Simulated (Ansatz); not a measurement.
## P on Ni(100): change of the work function

Aim: the work function of Ni(100) at several coverages of P (hollow site), and the dipole that each adsorbate carries.

Method: plane-wave DFT, PBE, Ansatz PAW, in Ansatz 0.2.0.

### 1. Starting point

The cell holds 4 atoms: 4 Ni. Cell: a = 2.489 Å, b = 2.489 Å, c = 23.280 Å, α = 90.0°, β = 90.0°, γ = 90.0°. Vacuum lies along c.

### 2. The clean slab

The bare slab comes first, as the zero from which every change is counted. The two lowest layers are held at bulk places and the upper ones relax. The dipole correction removes the false field that a one-sided slab makes across the periodic vacuum, so each face gets a flat vacuum level of its own.

File input.yaml:

```yaml
crystal:
  lattice:
    - [2.4890158698, 0.0, 0.0]
    - [0.0, 2.4890158698, 0.0]
    - [0.0, 0.0, 23.28]
  atoms:
    - { symbol: Ni, position: [0.5, 0.5, 0.3865979381], spin: 0.7 }
    - { symbol: Ni, position: [0.0, 0.0, 0.4621993127], spin: 0.7 }
    - { symbol: Ni, position: [0.5, 0.5, 0.5378006873], spin: 0.7 }
    - { symbol: Ni, position: [0.0, 0.0, 0.6134020619], spin: 0.7 }
magnetization:
  spin_polarized: true
kpoints:
  mp_grid: { grid: [12, 12, 1] }
hamiltonian:
  xc: pbe
scf:
  occupations: { method: fermi_dirac, width: 0.1 }
  convergence: { dr2_threshold: 1.0e-08 }
efield:
  axis: 3
  dipole_correction: true
  ramp_position: 0.97
  ramp_width: 0.06
relax:
  f_tol: 0.02
  max_steps: 60
  constraints: [{ sites: [0, 1] }]
output:
  write_potential: true
  write_density: true
  volumetric_format: npy
```

The run is started by

```
$ ansatz run input.yaml --threads 4 --pin off --max-ram 16384MiB --backend cpu --events-out ev --progress --plain --runs-dir out
```

Numbers of over 12 decimals in the logs are rounded to 6 here.

The program printed:

```text
Engine: ansatz 0.2.0, aarch64-unknown-linux-gnu
Pseudopotentials: kind: paw
Pseudopotential: Ni, paw, valence charge 18, recommended cutoff 420 eV (normal), Ni.paw.azcp
Functional definition: PBE
  parameter kappa = 0.804
  parameter beta = 0.066725
  exchange = pbe_x(kappa = kappa, mu = beta*pi^2/3)
  correlation = pbe_c(beta = beta)
Crystal: 4 atoms, lattice volume = 144.224 Å³
Basis set: ecut = 420 eV, 2797 PW (Γ), exchange–correlation on 36×36×320 points (8 copies of the dense FFT grid, shifted against one another)
Bands: 45, of which v1, the nominal top of the filled ones, is band 36 counted from 1 (35 counted from 0)
Symmetry: 8 space group operations
k-points: 28 of 144
Non-local potential: Ni, projectors of the file, l = 0: 3, l = 1: 2, l = 2: 3, l = 3: 1
PAW form: soft (Blöchl's): semilocal exchange-correlation on the pseudo side does not see the compensation charge
PAW one-centre angular grid: Ni, 590 points (default); XC on 64 Gauss nodes
Initial density: superposition of atomic densities (neutral atoms: chi_scale 0, normalization atom)
Starting moments: Σ|m| = 2.8 μB on 4 of 4 sites
Initial wavefunctions: pseudopotential atomic-orbital guess
Functional: x = pbe(κ = 0.804, μ = 0.219515), c = pbe(β = 0.066725)
SCF iter   1: F=—  HF=-23353.273584 eV  |F-HF|=—  |Δ(HF+E_count)|=         —  Δρ=2.27e-2 (↑1.48e-2 ↓2.27e-2)  dr2=3.71e0  dr2_m=2.44e-1  M=2.982 μB ∫|m|=3.119 μB  β_m=1.00  ethr=3.10e-3  p=-0.000 e·Å  D=-6.64e-14 V/Å  ΔV_dip=0.00 eV  dr2_dipole=1.56e-8  V_vac-E_F(+/−)=7.12/7.12 eV  ⟨swp⟩=12.1  Hψ=13190  notcnv=0  defer=20
Mixer restart at iter 1: flushing history
efield: sawtooth ramp at fractional position 0.9700 (set: `efield.ramp_position`, or a place that a band, a saddle search or an elastic batch's reference lends), width 0.0600; the density the first Hamiltonian is built on has a dipole p = -0.000 e·Å; the dipole correction subtracts the counter field D = -6.64e-14 V/Å, which shifts the + side's vacuum level by +0.00 eV against the − side's; the planar-averaged density in the ramp window peaks in size at 2.1e-5 e/Å³
preconditioner: auto → LDOS  [metal: Δε(μ)=0.011 eV  Ē_g=6.947 eV  σ=0.100 eV  W_gap=0.03  n_scr=18 (ndim 8)  ℏωp=19.6 eV  f_vac=0.627  D(μ)=8.52/eV (n_scr^D=84)]
spin=Collinear: LDOS preconditioning applied to the charge; magnetization (m = ρ↑ − ρ↓) channel mixes plain (no charge-response kernel on spin).
SCF iter   2: F=—  HF=-23353.965802 eV  |F-HF|=—  |Δ(HF+E_count)|=   6.92e-1  Δρ=1.21e-2 (↑1.21e-2 ↓9.33e-3)  dr2=7.32e-1  dr2_m=5.55e-3  M=2.942 μB ∫|m|=3.205 μB  β_m=0.33  ethr=3.10e-3  p=-0.000 e·Å  D=-5.03e-4 V/Å  ΔV_dip=0.01 eV  dr2_dipole=3.44e-4  V_vac-E_F(+/−)=6.25/6.24 eV  ⟨swp⟩=2.6  Hψ=4391  notcnv=0  defer=71
density mixer auto → msr1: a metal under ldos (density of states about μ 3.98 of a free-electron gas's, 18 screened modes)
SCF iter   3: F=—  HF=-23355.551918 eV  |F-HF|=—  |Δ(HF+E_count)|=    1.59e0  Δρ=4.88e-3 (↑4.88e-3 ↓4.71e-3)  dr2=1.34e-1  dr2_m=2.77e-3  M=2.939 μB ∫|m|=3.247 μB  β_m=0.46  ethr=1.02e-3  p=0.000 e·Å  D=3.79e-5 V/Å  ΔV_dip=-0.00 eV  dr2_dipole=3.40e-4  V_vac-E_F(+/−)=5.73/5.73 eV  ⟨swp⟩=3.0  Hψ=4152  notcnv=0  defer=71
SCF iter   4: F=—  HF=-23356.854318 eV  |F-HF|=—  |Δ(HF+E_count)|=         —  Δρ=5.23e-3 (↑4.55e-3 ↓5.23e-3)  dr2=8.94e-2  dr2_m=2.31e-3  M=2.908 μB ∫|m|=3.268 μB  β_m=0.46  ethr=1.86e-4  p=0.000 e·Å  D=3.25e-4 V/Å  ΔV_dip=-0.01 eV  dr2_dipole=2.72e-4  V_vac-E_F(+/−)=5.25/5.26 eV  ⟨swp⟩=3.1  Hψ=4802  notcnv=0  defer=73
SCF iter   5: F=—  HF=-23357.159715 eV  |F-HF|=—  |Δ(HF+E_count)|=   3.05e-1  Δρ=4.07e-3 (↑1.37e-3 ↓4.07e-3)  dr2=2.79e-2  dr2_m=4.11e-3  M=2.834 μB ∫|m|=3.203 μB  β_m=0.73  ethr=1.24e-4  p=0.000 e·Å  D=4.54e-4 V/Å  ΔV_dip=-0.01 eV  dr2_dipole=8.32e-6  V_vac-E_F(+/−)=5.09/5.10 eV  ⟨swp⟩=2.2  Hψ=4058  notcnv=0  defer=82
SCF iter   6: F=—  HF=-23357.242206 eV  |F-HF|=—  |Δ(HF+E_count)|=   8.25e-2  Δρ=3.24e-3 (↑1.11e-3 ↓3.24e-3)  dr2=1.63e-2  dr2_m=1.92e-3  M=2.757 μB ∫|m|=3.129 μB  β_m=0.87  ethr=3.88e-5  p=0.000 e·Å  D=5.27e-6 V/Å  ΔV_dip=-0.00 eV  dr2_dipole=5.76e-6  V_vac-E_F(+/−)=4.96/4.96 eV  ⟨swp⟩=2.1  Hψ=4145  notcnv=0  defer=90
SCF iter   7: F=—  HF=-23357.242451 eV  |F-HF|=—  |Δ(HF+E_count)|=   2.45e-4  Δρ=1.82e-3 (↑1.56e-3 ↓1.82e-3)  dr2=9.87e-3  dr2_m=8.37e-5  M=2.755 μB ∫|m|=3.127 μB  β_m=0.66  ethr=2.26e-5  p=0.000 e·Å  D=3.27e-4 V/Å  ΔV_dip=-0.01 eV  dr2_dipole=7.54e-5  V_vac-E_F(+/−)=4.88/4.89 eV  ⟨swp⟩=2.4  Hψ=4725  notcnv=0  defer=98
SCF iter   8: F=—  HF=-23357.240247 eV  |F-HF|=—  |Δ(HF+E_count)|=   2.20e-3  Δρ=2.55e-4 (↑1.49e-4 ↓2.55e-4)  dr2=1.70e-4  dr2_m=2.56e-5  M=2.755 μB ∫|m|=3.126 μB  β_m=0.74  ethr=1.37e-5  p=-0.000 e·Å  D=-1.23e-5 V/Å  ΔV_dip=0.00 eV  dr2_dipole=2.02e-6  V_vac-E_F(+/−)=4.91/4.91 eV  ⟨swp⟩=2.0  Hψ=3863  notcnv=0  defer=95
SCF iter   9: F=—  HF=-23357.240285 eV  |F-HF|=—  |Δ(HF+E_count)|=   3.76e-5  Δρ=2.28e-4 (↑1.75e-4 ↓2.28e-4)  dr2=8.95e-5  dr2_m=2.42e-5  M=2.752 μB ∫|m|=3.123 μB  β_m=0.72  ethr=2.35e-7  p=0.000 e·Å  D=1.30e-4 V/Å  ΔV_dip=-0.00 eV  dr2_dipole=5.69e-6  V_vac-E_F(+/−)=4.89/4.89 eV  ⟨swp⟩=3.1  Hψ=5271  notcnv=0  defer=95
SCF iter  10: F=—  HF=-23357.240274 eV  |F-HF|=—  |Δ(HF+E_count)|=   1.09e-5  Δρ=1.36e-4 (↑1.03e-4 ↓1.36e-4)  dr2=4.25e-5  dr2_m=4.06e-6  M=2.751 μB ∫|m|=3.123 μB  β_m=0.67  ethr=1.24e-7  p=-0.000 e·Å  D=-5.54e-5 V/Å  ΔV_dip=0.00 eV  dr2_dipole=1.87e-7  V_vac-E_F(+/−)=4.88/4.88 eV  ⟨swp⟩=2.4  Hψ=4528  notcnv=0  defer=95
SCF iter  11: F=—  HF=-23357.240265 eV  |F-HF|=—  |Δ(HF+E_count)|=   9.06e-6  Δρ=4.37e-5 (↑3.22e-5 ↓4.37e-5)  dr2=6.03e-6  dr2_m=2.14e-7  M=2.751 μB ∫|m|=3.123 μB  β_m=0.74  ethr=5.90e-8  p=-0.000 e·Å  D=-1.22e-5 V/Å  ΔV_dip=0.00 eV  dr2_dipole=2.15e-7  V_vac-E_F(+/−)=4.88/4.88 eV  ⟨swp⟩=2.0  Hψ=3372  notcnv=0  defer=95
SCF iter  12: F=—  HF=-23357.240265 eV  |F-HF|=—  |Δ(HF+E_count)|=   8.19e-7  Δρ=7.77e-6 (↑5.13e-6 ↓7.77e-6)  dr2=2.11e-7  dr2_m=3.19e-8  M=2.751 μB ∫|m|=3.123 μB  β_m=0.71  ethr=8.37e-9  p=-0.000 e·Å  D=-5.47e-7 V/Å  ΔV_dip=0.00 eV  dr2_dipole=4.73e-9  V_vac-E_F(+/−)=4.88/4.88 eV  ⟨swp⟩=2.5  Hψ=4584  notcnv=0  defer=95
SCF iter  13: F=—  HF=-23357.240266 eV  |F-HF|=—  |Δ(HF+E_count)|=   2.51e-7  Δρ=4.71e-6 (↑3.25e-6 ↓4.71e-6)  dr2=1.09e-8  dr2_m=1.71e-8  M=2.751 μB ∫|m|=3.123 μB  β_m=0.85  ethr=2.92e-10  p=-0.000 e·Å  D=-2.02e-7 V/Å  ΔV_dip=0.00 eV  dr2_dipole=1.17e-10  V_vac-E_F(+/−)=4.88/4.88 eV  ⟨swp⟩=2.6  Hψ=4075  notcnv=0  defer=95
[...]
spin=Collinear: LDOS preconditioning applied to the charge; magnetization (m = ρ↑ − ρ↓) channel mixes plain (no charge-response kernel on spin).
SCF iter   2: F=—  HF=-23357.251606 eV  |F-HF|=—  |Δ(HF+E_count)|=   2.09e-3  Δρ=4.93e-4 (↑4.93e-4 ↓4.31e-4)  dr2=2.42e-3  dr2_m=1.26e-5  M=2.753 μB ∫|m|=3.125 μB  β_m=0.33  ethr=1.74e-5  p=0.001 e·Å  D=8.92e-4 V/Å  ΔV_dip=-0.02 eV  dr2_dipole=6.01e-4  V_vac-E_F(+/−)=4.85/4.87 eV  ⟨swp⟩=2.0  Hψ=4020  notcnv=0  defer=97
density mixer auto → msr1: a metal under ldos (density of states about μ 3.61 of a free-electron gas's, 18 screened modes)
SCF iter   3: F=—  HF=-23357.251435 eV  |F-HF|=—  |Δ(HF+E_count)|=   1.71e-4  Δρ=4.88e-4 (↑4.88e-4 ↓2.49e-4)  dr2=7.45e-4  dr2_m=9.24e-5  M=2.753 μB ∫|m|=3.125 μB  β_m=0.45  ethr=3.36e-6  p=0.001 e·Å  D=1.05e-3 V/Å  ΔV_dip=-0.02 eV  dr2_dipole=1.32e-4  V_vac-E_F(+/−)=4.85/4.87 eV  ⟨swp⟩=1.7  Hψ=2899  notcnv=0  defer=97
SCF iter   4: F=—  HF=-23357.251505 eV  |F-HF|=—  |Δ(HF+E_count)|=   7.03e-5  Δρ=2.40e-4 (↑2.32e-4 ↓2.40e-4)  dr2=9.17e-5  dr2_m=6.34e-5  M=2.751 μB ∫|m|=3.123 μB  β_m=0.53  ethr=1.03e-6  p=0.000 e·Å  D=5.67e-4 V/Å  ΔV_dip=-0.01 eV  dr2_dipole=1.16e-5  V_vac-E_F(+/−)=4.86/4.88 eV  ⟨swp⟩=1.7  Hψ=3009  notcnv=0  defer=97
SCF iter   5: F=—  HF=-23357.251553 eV  |F-HF|=—  |Δ(HF+E_count)|=   4.73e-5  Δρ=1.13e-4 (↑1.13e-4 ↓1.13e-4)  dr2=1.01e-5  dr2_m=1.59e-5  M=2.750 μB ∫|m|=3.121 μB  β_m=0.77  ethr=1.27e-7  p=0.000 e·Å  D=2.75e-4 V/Å  ΔV_dip=-0.01 eV  dr2_dipole=3.83e-6  V_vac-E_F(+/−)=4.88/4.88 eV  ⟨swp⟩=2.0  Hψ=4028  notcnv=0  defer=97
SCF iter   6: F=—  HF=-23357.251569 eV  |F-HF|=—  |Δ(HF+E_count)|=   1.68e-5  Δρ=7.85e-5 (↑5.66e-5 ↓7.85e-5)  dr2=3.06e-5  dr2_m=6.48e-7  M=2.749 μB ∫|m|=3.121 μB  β_m=0.66  ethr=1.40e-8  p=0.000 e·Å  D=1.78e-5 V/Å  ΔV_dip=-0.00 eV  dr2_dipole=5.27e-6  V_vac-E_F(+/−)=4.88/4.88 eV  ⟨swp⟩=2.9  Hψ=5189  notcnv=0  defer=97
SCF iter   7: F=—  HF=-23357.251567 eV  |F-HF|=—  |Δ(HF+E_count)|=   2.71e-6  Δρ=2.42e-5 (↑2.42e-5 ↓2.05e-5)  dr2=3.45e-6  dr2_m=1.89e-7  M=2.749 μB ∫|m|=3.120 μB  β_m=0.58  ethr=1.40e-8  p=0.000 e·Å  D=3.63e-5 V/Å  ΔV_dip=-0.00 eV  dr2_dipole=8.56e-7  V_vac-E_F(+/−)=4.88/4.88 eV  ⟨swp⟩=2.1  Hψ=4400  notcnv=0  defer=97
SCF iter   8: F=—  HF=-23357.251567 eV  |F-HF|=—  |Δ(HF+E_count)|=   1.66e-7  Δρ=1.64e-5 (↑7.45e-6 ↓1.64e-5)  dr2=4.32e-7  dr2_m=7.81e-8  M=2.749 μB ∫|m|=3.120 μB  β_m=0.56  ethr=4.79e-9  p=0.000 e·Å  D=4.07e-5 V/Å  ΔV_dip=-0.00 eV  dr2_dipole=1.84e-8  V_vac-E_F(+/−)=4.88/4.88 eV  ⟨swp⟩=2.3  Hψ=3809  notcnv=0  defer=97
SCF iter   9: F=—  HF=-23357.251567 eV  |F-HF|=—  |Δ(HF+E_count)|=   2.07e-7  Δρ=6.24e-6 (↑6.24e-6 ↓5.99e-6)  dr2=8.24e-8  dr2_m=2.06e-8  M=2.748 μB ∫|m|=3.120 μB  β_m=0.54  ethr=5.99e-10  p=0.000 e·Å  D=3.78e-5 V/Å  ΔV_dip=-0.00 eV  dr2_dipole=2.68e-9  V_vac-E_F(+/−)=4.88/4.88 eV  ⟨swp⟩=2.8  Hψ=4697  notcnv=0  defer=97
SCF iter  10: F=—  HF=-23357.251567 eV  |F-HF|=—  |Δ(HF+E_count)|=   6.17e-9  Δρ=4.09e-6 (↑1.46e-6 ↓4.09e-6)  dr2=1.13e-8  dr2_m=8.02e-9  M=2.748 μB ∫|m|=3.120 μB  β_m=0.58  ethr=1.14e-10  p=0.000 e·Å  D=4.37e-5 V/Å  ΔV_dip=-0.00 eV  dr2_dipole=1.51e-10  V_vac-E_F(+/−)=4.88/4.88 eV  ⟨swp⟩=2.6  Hψ=4349  notcnv=0  defer=97
SCF iter  11: F=—  HF=-23357.251567 eV  |F-HF|=—  |Δ(HF+E_count)|=   2.98e-8  Δρ=1.39e-6 (↑1.36e-6 ↓1.39e-6)  dr2=4.66e-9  dr2_m=1.47e-9  M=2.748 μB ∫|m|=3.120 μB  β_m=0.55  ethr=1.57e-11  p=0.000 e·Å  D=4.29e-5 V/Å  ΔV_dip=-0.00 eV  dr2_dipole=9.20e-10  V_vac-E_F(+/−)=4.88/4.88 eV  ⟨swp⟩=2.4  Hψ=4326  notcnv=0  defer=97
SCF iter  12: F=-23357.251567 eV  HF=-23357.251567 eV  |F-HF|=7.57e-10  |Δ(HF+E_count)|=  5.49e-10  Δρ=7.52e-7 (↑2.53e-7 ↓7.52e-7)  dr2=3.20e-9  dr2_m=1.72e-10  M=2.748 μB ∫|m|=3.120 μB  ethr=6.47e-12  p=0.000 e·Å  D=4.46e-5 V/Å  ΔV_dip=-0.00 eV  dr2_dipole=5.72e-10  V_vac-E_F(+/−)=4.88/4.88 eV  ⟨swp⟩=6.8  Hψ=16927  notcnv=0
SCF 3 converged in 12 iterations: F = -23357.251567 eV  dr2 = 3.20e-9
  greatest PAW one-centre occupation: 1.001 electrons in one spin orbital (limit 2), on the Ni atom at site 3 (counted from 0), in its partial waves of l = 1
relax step   3: F+E_penalty+E_count = -23357.25156681 eV  Δ(F+E_penalty+E_count) = -4.782e-3 eV  max|allowed force component| = 1.641e-2 eV/Å  Δτ_max = 0.0268 Å  (12 SCF iters, accepted)
NSCF: frozen V_eff on 28 k-points
the band table was solved once a step of the walk had ended and its energy, with any forces and stress, was formed, with the checks that follow a solve (14611 applications of the Hamiltonian). They found nothing against the state; the energy, forces and stress were not computed again (output.eigenvalues in the input reference)
WARN: The output density's exchange-correlation potential varies sharply where the density is thin. Do not read a vacuum level from v_tot or v_xc, or from such a field of the output density. On a cell that repeats whose density bears no net charge and no dipole along the vacuum's axis use v_es (v_loc + v_h of the components); under efield.dipole_correction with no amplitude use v_es + v_field, which holds any externa [...]
SCF converged after 12 iterations
Magnetization: 2.7484 μB (37.3742 up, 34.6258 down)
Absolute magnetization: 3.1226 μB (∫|ρ↑−ρ↓|, with the PAW one-centre terms)
Spin contamination: 0.0390 ħ² per cell (⟨S²⟩ above its minimum at these occupations)
Per-site moments (μB) at R_I (Å): [(0.762882, 1.026719), (0.693008, 1.026719), (0.696430, 1.007501), (0.757957, 1.007501)]
Free energy (F): -23357.251567 eV
Harris-Foulkes:  -23357.251567 eV  (|F-HF|=7.57e-10)
Internal energy: -23357.011351 eV  (E = F + TS)
E sigma→0 (E₀):  -23357.131459 eV
Entropy (-TS):   -0.240216 eV (-60.054 meV/atom)
Fermi energy:    2.140071 eV
Dipole field:    D = 0.000007 V/Å  (p = 0.000005 e·Å, saw-weighted, corrected)
Work function:   Φ+ = 4.8828 eV   Φ− = 4.8830 eV
Levels:          The Fermi level and band energies are counted from a zero that moves with the ramp; work functions are not
--- Per-component energies (eV) ---
  E_band       = -2276.906345
  E_kinetic    = 1125.839533
  E_local      = -160320.748932  (includes V_loc(G=0)·N_el)
  E_nonlocal   = 2550.732735
  E_hartree    = 78456.167761
  E_xc         = -335.347102
  E_vxc        = -432.080379  (∫ρ·V_xc dr)
  E_paw        = -6525.524435  (= ΣΔE_a)
  E_vpaw       = -2112.983651  (= ΣTr[D̂ρ^β])
  E_aug_tail   = 0.002110  (compensation charges beyond the density's cutoff)
  E_efield     = 0.000000  (sawtooth field / dipole correction)
  E_vefield    = 0.000003  (∫n·V_field dr)
  E_ewald      = 61691.866980
  E_smearing   = -0.240216  (= −TS)
  E_closure    = 0.000000  (closes the sum)
  Σ components = -23357.251567   (vs F -23357.251567, Δ=0.00e0)
--- Forces (eV/Å), atoms counted from 1 ---
  atom   1  Ni    -0.00000000     0.00000000     0.33191247
  atom   2  Ni     0.00000000     0.00000000    -0.32933739
  atom   3  Ni    -0.00000000     0.00000000    -0.01641498
  atom   4  Ni     0.00000000     0.00000000     0.01385192
  max |Σ_I F_I| component: 1.20e-5 eV/Å
--- Band table (eV; the first three rows and the last of 56) ---
  k-point 0 ↑: bands = [... 32 lower, 1.1728, 1.2119, 1.2119, 1.4613, 1.5649, 1.5845, 1.5845, 2.2601, ... 5 higher]
  k-point 1 ↑: bands = [... 32 lower, 0.9720, 1.0134, 1.3137, 1.3535, 1.3948, 1.5289, 1.6083, 2.6289, ... 5 higher]
  k-point 2 ↑: bands = [... 32 lower, 0.8601, 0.8667, 1.2735, 1.3092, 1.4367, 1.5181, 1.6057, 3.3597, ... 5 higher]
  k-point 27 ↓: bands = [... 32 lower, 2.4956, 2.5557, 2.7827, 2.8183, 5.6265, 5.6265, 8.0826, 8.0826, ... 5 higher]
--- Relaxed structure (3 steps of the walk, 3 accepted, 0 SCFs on fresh bases) ---
  F+E_penalty+E_count = -23357.25156681 eV   max|allowed force component| = 1.641e-2 eV/Å
  atoms:
    - { symbol: Ni, position: [0.5, 0.5, 0.386598] }
    - { symbol: Ni, position: [0.0, 0.0, 0.4621993127] }
    - { symbol: Ni, position: [0.5, 0.5, 0.538752] }
    - { symbol: Ni, position: [0, 0.0, 0.611496] }
```

Wall time 40 s (4 threads of Arm Neoverse V2, shared host); peak memory 0.6 GiB; 2.5 min of CPU time.

Step by step:

```csv
step,energy less that of the first step (eV),largest force component (eV/Å)
1,0.0000,0.3940
2,-0.0065,0.2673
3,-0.0113,0.0164
```

The run keeps the 8 symmetry operations that it works with, so distortions that break them were not tested.

The atoms that moved most (Å):

```csv
atom,dx,dy,dz,length
Ni4,0.000,0.000,-0.044,0.044
Ni3,0.000,0.000,0.022,0.022
```

The relaxed structure:

```xyz
4
Lattice="2.4890 0.0000 0.0000 0.0000 2.4890 0.0000 0.0000 0.0000 23.2800" Properties=species:S:1:pos:R:3
Ni    1.2445    1.2445    9.0000
Ni    0.0000    0.0000   10.7600
Ni    1.2445    1.2445   12.5421
Ni    0.0000    0.0000   14.2356
```

This step gave:

```yaml
energy_at_zero_smearing: -23357.1315 eV
total_moment: 2.748 μB
site_moments: 0.7629, 0.6930, 0.6964, 0.7580 μB
work_function_upper_face: 4.883 eV
dipole_along_the_normal: 5.34e-6 e·Å
```

Running mean over 1.76 Å of the planar mean; the ramp of the sawtooth is left out. Electron's electrostatic potential energy less the Fermi level against z:

z (Å), electron's electrostatic potential energy less the Fermi level (eV) and a bar from the least value:
```
      3.0        4.9 ##############################
      3.5        4.9 ##############################
      4.0        4.9 ##############################
      4.5        4.9 ##############################
      5.0        4.9 ##############################
      5.5        4.9 ##############################
      6.0        4.8 ##############################
      6.5        4.7 ##############################
      7.0        4.4 #############################
      7.5        2.9 ##########################
      8.0       -1.7 ##################
      8.5       -7.4 #######
      9.0       -9.9 ##
      9.5      -10.2 ##
     10.0      -10.3 #
     10.5      -10.3 #
     11.0      -10.3 #
     11.5      -10.1 ##
     12.0      -10.2 ##
     12.5      -10.4 #
     13.0      -10.9 
     13.5      -11.0 
     14.0      -10.5 #
     14.5       -9.1 ####
     15.0       -4.6 ############
     15.5        1.1 #######################
     16.0        4.0 ############################
     16.5        4.6 ##############################
     17.0        4.8 ##############################
     17.5        4.9 ##############################
     18.0        4.9 ##############################
     18.5        4.9 ##############################
     19.0        4.9 ##############################
     19.5        4.9 ##############################
     20.0        4.9 ##############################
```

Site moment by atom:

```csv
atom,site moment (μB)
Ni1,0.763
Ni2,0.693
Ni3,0.696
Ni4,0.758
```

The relaxation took 3 steps and lowered the energy by 0.011 eV; the largest force on the free atoms ends at 0.016 eV/Å.

The work function of the upper face is 4.88 eV.

(Continued in part 2 of 4.)

[Logs are printed without paths, hosts, clocks, repeated set-up lines and the standing remarks that a program may print on its own settings, such as how far it seeks lower states.]

[Hosts, paths, dates, database ids (printed as entryN), source tags and the programs' standing remarks are cut or masked in the printed files.]

[Maps of the electrostatic potential energy from Ansatz leave out the sawtooth potential of an applied field or a dipole correction, so their vacuum need not be flat; planar profiles and work functions include it.]
